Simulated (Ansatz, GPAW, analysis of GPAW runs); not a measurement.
## Reproducing a measured hyperfine coupling: N2V- centre in diamond (GPAW)

Subject: N2V- centre in diamond. Wanted: its hyperfine coupling, in one set-up (PBE, plane waves 500 eV, 64-site cell, PBE lattice, k: the zone centre alone then 2x2x2 shifted, start relaxed with Ansatz). The model is a cell of 64 host atoms with 1 site emptied, N put on another atom's site and N put on another atom's site. The isotropic coupling follows from the spin density at the nucleus, the nuclear g-factor and the total spin. A local or semilocal functional is the cheapest first rung.

Measured beforehand: 15N, isotropic: 4.02 MHz, by EPR (“Electron paramagnetic resonance of the N2V− defect in 15N-doped synthetic diamond”, 2015, B. L. Green et al.). 13C, the two neighbours of the vacancy, isotropic: 240.7 MHz, by EPR (“Electron paramagnetic resonance of the N2V− defect in 15N-doped synthetic diamond”, 2015, B. L. Green et al.).

Main program and level: GPAW 26.7.0; GPAW plane-wave PAW DFT, PBE; relaxation of all atoms of a defect supercell.

## Step 1: Starting point

The cell holds 63 atoms: 61 C and 2 N. Cell: a = 7.144 Å, b = 7.144 Å, c = 7.144 Å, α = 90.0°, β = 90.0°, γ = 90.0°. It derives from C (space group Fd-3m). Nearest the centre at fractional (0.375, 0.375, 0.375): C41 at 1.66 Å, C48 at 1.66 Å, N26 at 1.70 Å, N4 at 1.70 Å, C14 at 2.48 Å, C22 at 2.48 Å, C45 at 2.51 Å, C52 at 2.51 Å. The cell carries charge −1.

The host's primitive cell comes from a first run (GPAW plane-wave PAW DFT, PBE; relaxation of cell and atoms of a defect-free cell): vectors of 2.526, 2.526 and 2.526 Å. That is 5.70 Å³ an atom, 0.4 % over the diffraction cell's volume. The supercell is built on it.

This program's steps are dear, so the start below was first relaxed with Ansatz (plane-wave PAW DFT, PBE; 16 s).

## Step 2: Relaxation, charge −1

Every later number rests on the structure around the defect, so the atoms are relaxed at the host's lattice first.

Contents of run.py:

```python
import numpy as np
from ase.io import read, write
from ase.parallel import parprint, world
from gpaw import GPAW, PW
from ase.optimize import BFGS

atoms = read('POSCAR')
magmoms = np.zeros(len(atoms))
magmoms[[3, 25, 40, 47]] = 1 / 4
atoms.set_initial_magnetic_moments(magmoms)
calc = GPAW(mode=PW(500),
            xc='PBE',
            kpts={'size': (1, 1, 1), 'gamma': True},
            charge=-1,
            occupations={'name': 'fermi-dirac', 'width': 0.01, 'fixmagmom': True},
            nbands=136,
            convergence={'density': 1e-05, 'forces': 0.001},
            maxiter=150,
            symmetry='off',
            txt='gpaw.txt')
atoms.calc = calc
opt = BFGS(atoms, trajectory='relax.traj', logfile='-')
done = opt.run(fmax=0.02, steps=80)
parprint('Converged:', done)
energy = atoms.get_potential_energy()
forces = atoms.get_forces()
parprint(f'Energy: {energy:.6f} eV, largest force {np.linalg.norm(forces, axis=1).max():.4f} eV/A')
calc.write('gs.gpw')
write('final.xyz', atoms)
parprint('Moments:', atoms.get_magnetic_moments().round(3))
for s in range(calc.get_number_of_spins()):
    parprint('Levels (eV), spin', s, calc.get_eigenvalues(kpt=0, spin=s)[-16:].round(3))
```

Contents of POSCAR:

```
C  N  C  N  C 
 1.0000000000000000
     7.1439157092080041   -0.0000000000000009   -0.0000000000000000
     0.0000000000000004    7.1439157092080050   -0.0000000000000000
    -0.0000000000000004   -0.0000000000000018    7.1439157092080032
 C   N   C   N   C  
   3   1  21   1  37
Direct
 -0.0010174937001789 -0.0017721273169003  0.2497054861698071
 -0.0009959275506570  0.2497143881857875 -0.0017989480803719
  0.2506034674550385 -0.0017562117129858 -0.0017704203337271
  0.2378423731459266  0.2373274632044220  0.2373091422460612
  0.1258917360302349  0.1256747631422926  0.3686590359262776
  0.1258909235716636  0.3686845914468470  0.1256429556143594
  0.3695856925432009  0.1254024573727730  0.1253902391839658
  0.0006052143192945  0.0005485946138696  0.7489231459760208
  0.0030177888807143  0.2526053032747646  0.4968971408870462
  0.2517449642468189  0.0024051246234390  0.4972545396427031
  0.2517574046968958  0.2522302909767007  0.7470808884841234
  0.1253627014450429  0.1255074733109701  0.8728342373704612
  0.1259097758003911  0.3808220855167088  0.6238168992638744
  0.3775381997174571  0.1288159568078026  0.6206713256917976
  0.3753429375119663  0.3747636754534069  0.8747175393941645
  0.0030122506436996  0.4969085894887971  0.2525834909804276
  0.0005961261807945  0.7489433652511567  0.0005234637427473
  0.2517456496119858  0.4972691292553256  0.0023773288440761
  0.2517502791607568  0.7470949634361476  0.2522066125795963
  0.1259033896069904  0.6238345068380189  0.3807985447632626
  0.1253453599212737  0.8728430247720346  0.1255070128382146
  0.3775412620154691  0.6206906490133229  0.1287777080497199
  0.3753428947856356  0.8747488510472784  0.3747387853397250
 -0.0009922745696343  0.4997785777408857  0.7512514760166681
 -0.0010072772196725  0.7512677105993295  0.4997687242478469
  0.2378404567257050  0.5121967550612887  0.5121622511305725
  0.2506028934958567  0.7512483850449519  0.7512285073765713
  0.1253583839414433  0.6239772929532362  0.8766198686724588
  0.1253614952442814  0.8766377113938176  0.6239676398190656
  0.3695763675838074  0.6241006936976929  0.6240697849037298
  0.3753503825490104  0.8747494375151004  0.8747214252963347
  0.4982847348248498  0.0017944836980110  0.2510959445083009
  0.4982804284411886  0.2511105000667162  0.0017884895836894
  0.7493895264953433 -0.0000871860167888 -0.0001006410977001
  0.7496792204359964  0.2498886917534116  0.2498729483028843
  0.6245933008643110  0.1263742900516275  0.3767584156018809
  0.6245913259567460  0.3767617948145621  0.1263578614761068
  0.8742164263217482  0.1245528738702893  0.1245330737656330
  0.8749285688624167  0.3747427861302902  0.3747386578373130
  0.4995315864625462 -0.0005963140301521  0.7500899389685780
  0.5124026654793885  0.2418322634293391  0.5076521352592048
  0.7515526465165114 -0.0014935840620111  0.4985826789598233
  0.7515768872806903  0.2509097799087062  0.7509548663783419
  0.6242508988943754  0.1250277780561056  0.8754984496357806
  0.6246010501681811  0.3727379533474957  0.6230895028749028
  0.8765464212492564  0.1255049668914465  0.6239736251040253
  0.8755490585564425  0.3747490745274760  0.8747287278122018
  0.5124071455264642  0.5076909698334171  0.2417921188740027
  0.4995286233803412  0.7501087199864769 -0.0006315240002081
  0.7515588551382553  0.4985894516698323 -0.0015042473568586
  0.7515704130215721  0.7509600109333755  0.2508984231760067
  0.6245950166058972  0.6231131157596579  0.3727198637573718
  0.6242546193253493  0.8755050888502222  0.1250121582613113
  0.8765553307911617  0.6239768407326438  0.1254918288782178
  0.8755385695913402  0.8747402192643056  0.3747453852723970
  0.4982894279363222  0.4983870780185110  0.7476522785561002
  0.4982836349759426  0.7476735682377370  0.4983643167446379
  0.7496993567314502  0.4996043327509482  0.4995825608368288
  0.7493886679034132  0.7495756790983948  0.7495622844754803
  0.6242286007087507  0.6244766744058897  0.8739510607593123
  0.6242275956916719  0.8739690637057679  0.6244744748974300
  0.8742314927742868  0.6249422122855638  0.6249390166472916
  0.8749097132965767  0.8747436130224504  0.8747290912121328
```

Launch:

```
> OMP_NUM_THREADS=1 mpirun -n 4 gpaw python run.py > stdout
```

The program printed:

```text
__  _  _
 | _ |_)|_||  |
 |__||  | ||/\| - 26.7.0

Input parameters:
  mode=PW(ecut=500.0),
  charge=-1,
  convergence={'density': 1e-05, 'forces': 0.001},
  kpts=MonkhorstPack(size=(1, 1, 1), gamma=True),
  maxiter=150,
  nbands=136,
  occupations=Occupations(name='fermi-dirac', width=0.01, fixmagmom=True),
  symmetry=Symmetry(point_group=False, time_reversal=False),
  xc=XC(name='PBE')

Diagonalizing LCAO Hamiltonian
Converting LCAO to pw mode

                 C        C
            C  C     C C
         C   C C  C   C C
          C C   C C  C   C
          CC     C C      C
       C    CNC C    CCC
        C      C C    CCC
         CCC C    C C
          C N   C  C C   C
       C   C  C C  C  C
        C     C  C     C
           C        C

Atoms  # Å, Bohr magnetons
|    | symbol |         x |         y |         z |    initial magnetic moments |
|----|--------|-----------|-----------|-----------|-----------------------------|
|  0 |      C | -0.007269 | -0.012660 |  1.783875 | ( 0.0000,  0.0000,  0.0000) |
|  1 |      C | -0.007115 |  1.783939 | -0.012852 | ( 0.0000,  0.0000,  0.0000) |
|  2 |      C |  1.790290 | -0.012546 | -0.012648 | ( 0.0000,  0.0000,  0.0000) |
|  3 |      N |  1.699126 |  1.695447 |  1.695317 | ( 0.0000,  0.0000,  0.2500) |
|  4 |      C |  0.899360 |  0.897810 |  2.633669 | ( 0.0000,  0.0000,  0.0000) |
|  5 |      C |  0.899354 |  2.633852 |  0.897583 | ( 0.0000,  0.0000,  0.0000) |
|  6 |      C |  2.640289 |  0.895865 |  0.895777 | ( 0.0000,  0.0000,  0.0000) |
|  7 |      C |  0.004324 |  0.003919 |  5.350244 | ( 0.0000,  0.0000,  0.0000) |
|  8 |      C |  0.021559 |  1.804591 |  3.549791 | ( 0.0000,  0.0000,  0.0000) |
|  9 |      C |  1.798445 |  0.017182 |  3.552345 | ( 0.0000,  0.0000,  0.0000) |
| 10 |      C |  1.798534 |  1.801912 |  5.337083 | ( 0.0000,  0.0000,  0.0000) |
| 11 |      C |  0.895581 |  0.896615 |  6.235454 | ( 0.0000,  0.0000,  0.0000) |
| 12 |      C |  0.899489 |  2.720561 |  4.456495 | ( 0.0000,  0.0000,  0.0000) |
| 13 |      C |  2.697101 |  0.920250 |  4.434024 | ( 0.0000,  0.0000,  0.0000) |
| 14 |      C |  2.681418 |  2.677280 |  6.248908 | ( 0.0000,  0.0000,  0.0000) |
| 15 |      C |  0.021519 |  3.549873 |  1.804435 | ( 0.0000,  0.0000,  0.0000) |
| 16 |      C |  0.004259 |  5.350388 |  0.003740 | ( 0.0000,  0.0000,  0.0000) |
[...]
| 25 |      N |  1.699112 |  3.659090 |  3.658844 | ( 0.0000,  0.0000,  0.2500) |
[...]
Unit cell  # Å
| periodic |         x |         y |         z |  lengths |    angles |
|----------|-----------|-----------|-----------|----------|-----------|
|      yes |  7.143916 | -0.000000 | -0.000000 | 7.143916 | 90.000000 |
|      yes |  0.000000 |  7.143916 | -0.000000 | 7.143916 | 90.000000 |
|      yes | -0.000000 | -0.000000 |  7.143916 | 7.143916 | 90.000000 |

Number of symmetries: 1
Symmetry operations  # r_c * U_cc + t_c -> r_c
|   | kind |            matrix            |
|---|------|------------------------------|
| 0 |  E   |  1, 0, 0,  0, 1, 0,  0, 0, 1 |

BZ-sampling:
  Number of BZ points: 1
  Number of IBZ points: 1

  Monkhorst-Pack size: [1, 1, 1]
  Monkhorst-Pack shift: [0, 0, 0]

K-points  # in reciprocal-cell coordinates
|   |                                coordinates |     weight |
|---|--------------------------------------------|------------|
| 0 | (  0.00000000,   0.00000000,   0.00000000) | 1.00000000 |

Plane wave coefficients: 4586
Cutoff: 500.0 eV

Spin-components: 2 (collinear spins)
Bands:           136
Projectors:      315
Spin-degeneracy: 1
Datatype:        float64

Density:
  Valence electrons: 254.0
  Components: 2
  Grid points: [40 40 40]
  Charge: -1.0  # |e|

Potential:
  Grid points: [40 40 40]

species:
  C:
    name:    Carbon
    Z:       6.0
    valence: 4
    core:    2
    charge:  0.0  # [|e|]
    compensation charges:
      type: gauss
      rc: 0.20  # [Å]
      lmax: 2
    cutoffs:
      filter: 1.14  # [Å]
      core: 1.14  # [Å]
    projectors
    | kind |    occ | energy [eV] | rcut [Å] |
    |------|--------|-------------|----------|
    |   2s |  2.000 |     -13.751 |    0.635 |
    |   2p |  2.000 |      -5.284 |    0.635 |
    |    s |        |      13.461 |    0.635 |
    |    p |        |      21.927 |    0.635 |
    |    d |        |       0.000 |    0.635 |

    Using partial waves for C as LCAO basis

  N:
    name:    Nitrogen
    Z:       7.0
    valence: 5
    core:    2
    charge:  0.0  # [|e|]
    compensation charges:
      type: gauss
      rc: 0.18  # [Å]
      lmax: 2
    cutoffs:
      filter: 1.11  # [Å]
      core: 0.96  # [Å]
    projectors
    | kind |    occ | energy [eV] | rcut [Å] |
    |------|--------|-------------|----------|
    |   2s |  2.000 |     -18.583 |    0.603 |
    |   2p |  3.000 |      -7.089 |    0.529 |
    |    s |        |       8.629 |    0.603 |
    |    p |        |      20.123 |    0.529 |
    |    d |        |       0.000 |    0.577 |

    Using partial waves for N as LCAO basis

Reference energy: -65648.758053  # eV

eigensolver:
  PPCG
  Converge bands: occupied
  niter=2

density mixing:
  MSR1-Mixer
  Pratt-step length: 0.05
  Maximum mixing coefficient: 0.75
  Old densities: 10
  SVD Regularization: 0.005
  Good broyden scale: 1.0
  Trust region scale: 1.0
  Backstep threshold: 4.0
  History deletion threshold: 6.0
  Fourier metric: weight=20.0, sigma=0.015

occupation numbers:
  Fixed magnetic moment: 1.000
  Fermi-Dirac:
    width: 0.0100  # eV

poisson solver:
  ecut: 4000.0  # eV
  uniform background charge: -1.0  # electrons

xc functional:
  name: PBE with 2 nearest neighbor stencil

Initialization done in: 10.064 s

convergence criteria:
- Maximum integral of absolute [dens]ity change: 1e-05 electrons / valence electron
- Maximum change in the atomic [forces] across last 2 cycles: 0.001 eV/Ang OR
Maximum error relative to the maximum force is below inf
- Maximum [total energy] change in last 3 cyles: 0.0005 eV / valence electron
- Maximum integral of absolute [eigenst]ate change: 4e-08 eV^2 / valence electron
maximum number of iterations: 150

SCF iterations
|iter     | |      energy | eigst |  dens |force |  magmom |
|---------|-|-------------|-------|-------|------|---------|
|iter:   1| | -561.361201 | +0.14 |       |      |  +0.9992|
|iter:   2| | -559.165859 | -1.85 | -0.79 |      |  +0.9993|
|iter:   3| | -546.199890 | -1.25 | -0.81 |      |  +0.9998|
|iter:   4| | -546.002241 | -1.19 | -1.43 |      |  +1.0000|
|iter:   5| | -545.390052 | -1.76 | -1.89 |      |  +1.0000|
[...]
Unit cell  # Å
| periodic |         x |         y |         z |  lengths |    angles |
|----------|-----------|-----------|-----------|----------|-----------|
|      yes |  7.143916 | -0.000000 | -0.000000 | 7.143916 | 90.000000 |
|      yes |  0.000000 |  7.143916 | -0.000000 | 7.143916 | 90.000000 |
|      yes | -0.000000 | -0.000000 |  7.143916 | 7.143916 | 90.000000 |

Initialization done in: 1.226 s

convergence criteria:
- Maximum integral of absolute [dens]ity change: 1e-05 electrons / valence electron
- Maximum change in the atomic [forces] across last 2 cycles: 0.001 eV/Ang OR
Maximum error relative to the maximum force is below inf
- Maximum [total energy] change in last 3 cyles: 0.0005 eV / valence electron
- Maximum integral of absolute [eigenst]ate change: 4e-08 eV^2 / valence electron
maximum number of iterations: 150

SCF iterations
|iter     | |      energy | eigst |  dens |force |  magmom |
|---------|-|-------------|-------|-------|------|---------|
|iter:   1| | -545.405950c| -4.38 |       |      |  +0.9999|
|iter:   2| | -545.405738c| -5.90 | -3.52 |      |  +0.9999|
|iter:   3| | -545.405251c| -4.99 | -3.60 |      |  +0.9999|
|iter:   4| | -545.405225c| -6.07 | -4.00 |      |  +0.9999|
|iter:   5| | -545.405221c| -7.10 | -4.27 |      |  +1.0000|
|iter:   6| | -545.405220c| -7.64c| -4.57 |      |  +1.0000|
|iter:   7| | -545.405220c| -8.05c| -5.17c|-1.13 |  +1.0000|
|iter:   8| | -545.405220c| -8.54c| -5.44c|-2.76 |  +1.0000|
|iter:   9| | -545.405220c| -9.11c| -5.78c|-3.22c|  +1.0000|

Converged in 9 steps
SCF loop duration: 16.737 s (1.860 s/step)
Energy contributions relative to reference atoms: (reference = -65648.758053)

Energy contributions:
  Kinetic:         538.166089
  Coulomb:        -473.150617
  Zero:              0.553947
  External:          0.000000
  Xc:             -610.974638
  Entropy:          -0.000000
  Spinorbit:         0.000000
  ----------------------------
  Free energy:    -545.405220
  Extrapolated:   -545.405220

dipole moment: (-2.996251, 24.755928, 24.725584)  # |e|*Ang

Total magnetic moment: (0.000000, 0.000000, 1.000000)

Local magnetic moments
|        x |        y |         z |
|----------|----------|-----------|
[...]
Fermi levels: 14.842, 14.418
Eigenvalues  # (at kpt = [0.000, 0.000, 0.000])
| band index |      eig [eV] | occ [0-1] |      eig [eV] | occ [0-1] |
|------------|---------------|-----------|---------------|-----------|
[...]
|        ... |               |           |               |           |
[...]
Gap: 1.061 eV
Transition (v -> c):
  (s=1, k=0, n=127, [0.00, 0.00, 0.00]) -> (s=0, k=0, n=128, [0.00, 0.00, 0.00])
No difference between direct/indirect transitions

Forces  # eV/Ang
|        x |        y |        z |
|----------|----------|----------|
[...]
C        C
            C  C     C C
         C   C C  C   C C
          C C   C C  C   C
          CC     C C      C
       C    CNC C    CCC
        C      C C    CCC
         CCC C    C C
          C N   C  C C   C
       C   C  C C  C  C
        C     C  C     C
           C        C

Atoms  # Å, Bohr magnetons
|    | symbol |         x |         y |         z |    initial magnetic moments |
|----|--------|-----------|-----------|-----------|-----------------------------|
[...]
|  3 |      N |  1.702974 |  1.699103 |  1.698978 | ( 0.0000,  0.0000,  0.0012) |
[...]
| 25 |      N |  1.702974 |  3.655238 |  3.655094 | ( 0.0000,  0.0000,  0.0012) |
[...]
| 55 |      C |  3.559822 |  3.560820 |  5.341567 | ( 0.0000,  0.0000,  0.0028) |
| 56 |      C |  3.559809 |  5.341720 |  3.560691 | ( 0.0000,  0.0000,  0.0028) |
| 57 |      C |  5.355779 |  3.569291 |  3.569172 | ( 0.0000,  0.0000,  0.0062) |
| 58 |      C |  5.353528 |  5.355018 |  5.354911 | ( 0.0000,  0.0000,  0.0003) |
| 59 |      C |  4.459600 |  4.461199 |  6.243610 | ( 0.0000,  0.0000, -0.0009) |
| 60 |      C |  4.459581 |  6.243742 |  4.461099 | ( 0.0000,  0.0000, -0.0009) |
| 61 |      C |  6.245458 |  4.464697 |  4.464579 | ( 0.0000,  0.0000, -0.0009) |
| 62 |      C |  6.250403 |  6.249120 |  6.249015 | ( 0.0000,  0.0000,  0.0004) |

Unit cell  # Å
| periodic |         x |         y |         z |  lengths |    angles |
|----------|-----------|-----------|-----------|----------|-----------|
|      yes |  7.143916 | -0.000000 | -0.000000 | 7.143916 | 90.000000 |
|      yes |  0.000000 |  7.143916 | -0.000000 | 7.143916 | 90.000000 |
|      yes | -0.000000 | -0.000000 |  7.143916 | 7.143916 | 90.000000 |

Initialization done in: 1.221 s

convergence criteria:
- Maximum integral of absolute [dens]ity change: 1e-05 electrons / valence electron
- Maximum change in the atomic [forces] across last 2 cycles: 0.001 eV/Ang OR
Maximum error relative to the maximum force is below inf
- Maximum [total energy] change in last 3 cyles: 0.0005 eV / valence electron
- Maximum integral of absolute [eigenst]ate change: 4e-08 eV^2 / valence electron
maximum number of iterations: 150

SCF iterations
|iter     | |      energy | eigst |  dens |force |  magmom |
|---------|-|-------------|-------|-------|------|---------|
|iter:   1| | -545.405331c| -5.56 |       |      |  +1.0000|
|iter:   2| | -545.405321c| -7.06 | -4.10 |      |  +1.0000|
|iter:   3| | -545.405295c| -6.30 | -4.16 |      |  +1.0000|
|iter:   4| | -545.405294c| -7.37 | -4.55 |      |  +1.0000|
|iter:   5| | -545.405293c| -7.78c| -4.81 |      |  +1.0000|
|iter:   6| | -545.405293c| -8.19c| -5.20c|-1.75 |  +1.0000|
|iter:   7| | -545.405293c| -8.81c| -5.75c|-3.29c|  +1.0000|

Converged in 7 steps
SCF loop duration: 12.275 s (1.754 s/step)
Energy contributions relative to reference atoms: (reference = -65648.758053)

Energy contributions:
  Kinetic:         538.117922
  Coulomb:        -473.117281
  Zero:              0.553997
  External:          0.000000
  Xc:             -610.959932
  Entropy:          -0.000000
  Spinorbit:         0.000000
  ----------------------------
  Free energy:    -545.405293
  Extrapolated:   -545.405293

dipole moment: (-2.999720, 24.755582, 24.725330)  # |e|*Ang

Total magnetic moment: (0.000000, 0.000000, 1.000000)

Local magnetic moments
|        x |        y |         z |
|----------|----------|-----------|
[...]
Fermi levels: 14.842, 14.418
Eigenvalues  # (at kpt = [0.000, 0.000, 0.000])
| band index |      eig [eV] | occ [0-1] |      eig [eV] | occ [0-1] |
|------------|---------------|-----------|---------------|-----------|
[...]
|        ... |               |           |               |           |
[...]
|        128 |        15.862 |     0.000 |        15.871 |     0.000 |
|        129 |        15.990 |     0.000 |        16.010 |     0.000 |
|        130 |        16.015 |     0.000 |        16.024 |     0.000 |
|        131 |        16.123 |     0.000 |        16.128 |     0.000 |
|        132 |        16.185 |     0.000 |        16.198 |     0.000 |
|        133 |        16.211 |     0.000 |        16.252 |     0.000 |
|        134 |        16.397 |     0.000 |        16.409 |     0.000 |
|        135 |        16.597 |     0.000 |        16.608 |     0.000 |

Gap: 1.060 eV
Transition (v -> c):
  (s=1, k=0, n=127, [0.00, 0.00, 0.00]) -> (s=0, k=0, n=128, [0.00, 0.00, 0.00])
No difference between direct/indirect transitions

Forces  # eV/Ang
|        x |        y |        z |
|----------|----------|----------|
[...]
|  0.00007 |  0.00111 |  0.00190 |  # C   55
|  0.00007 |  0.00126 |  0.00107 |  # C   56
| -0.00176 | -0.00010 | -0.00050 |  # C   57
|  0.00039 |  0.00195 |  0.00161 |  # C   58
| -0.00062 |  0.00122 |  0.00300 |  # C   59
| -0.00027 |  0.00290 |  0.00111 |  # C   60
| -0.00097 |  0.00092 |  0.00092 |  # C   61
| -0.00032 |  0.00016 |  0.00010 |  # C   62

# Writing to gs.gpw (mode='')
```

Run time: 89 s. Hardware: 4 MPI ranks of Arm Neoverse V1, shared host; peak memory 1.5 GiB.

(Continued in part 2 of 2.)

[Logs are printed without paths, hosts, clocks, repeated set-up lines and the standing remarks that a program may print on its own settings, such as how far it seeks lower states.]

[Hosts, paths, dates, database ids (printed as entryN), source tags and the programs' standing remarks are cut or masked in the printed files.]

[For some hosts the program warned that the k-mesh of the response run may be too coarse for force constants and the static dielectric constant; such warnings are not shown here.]
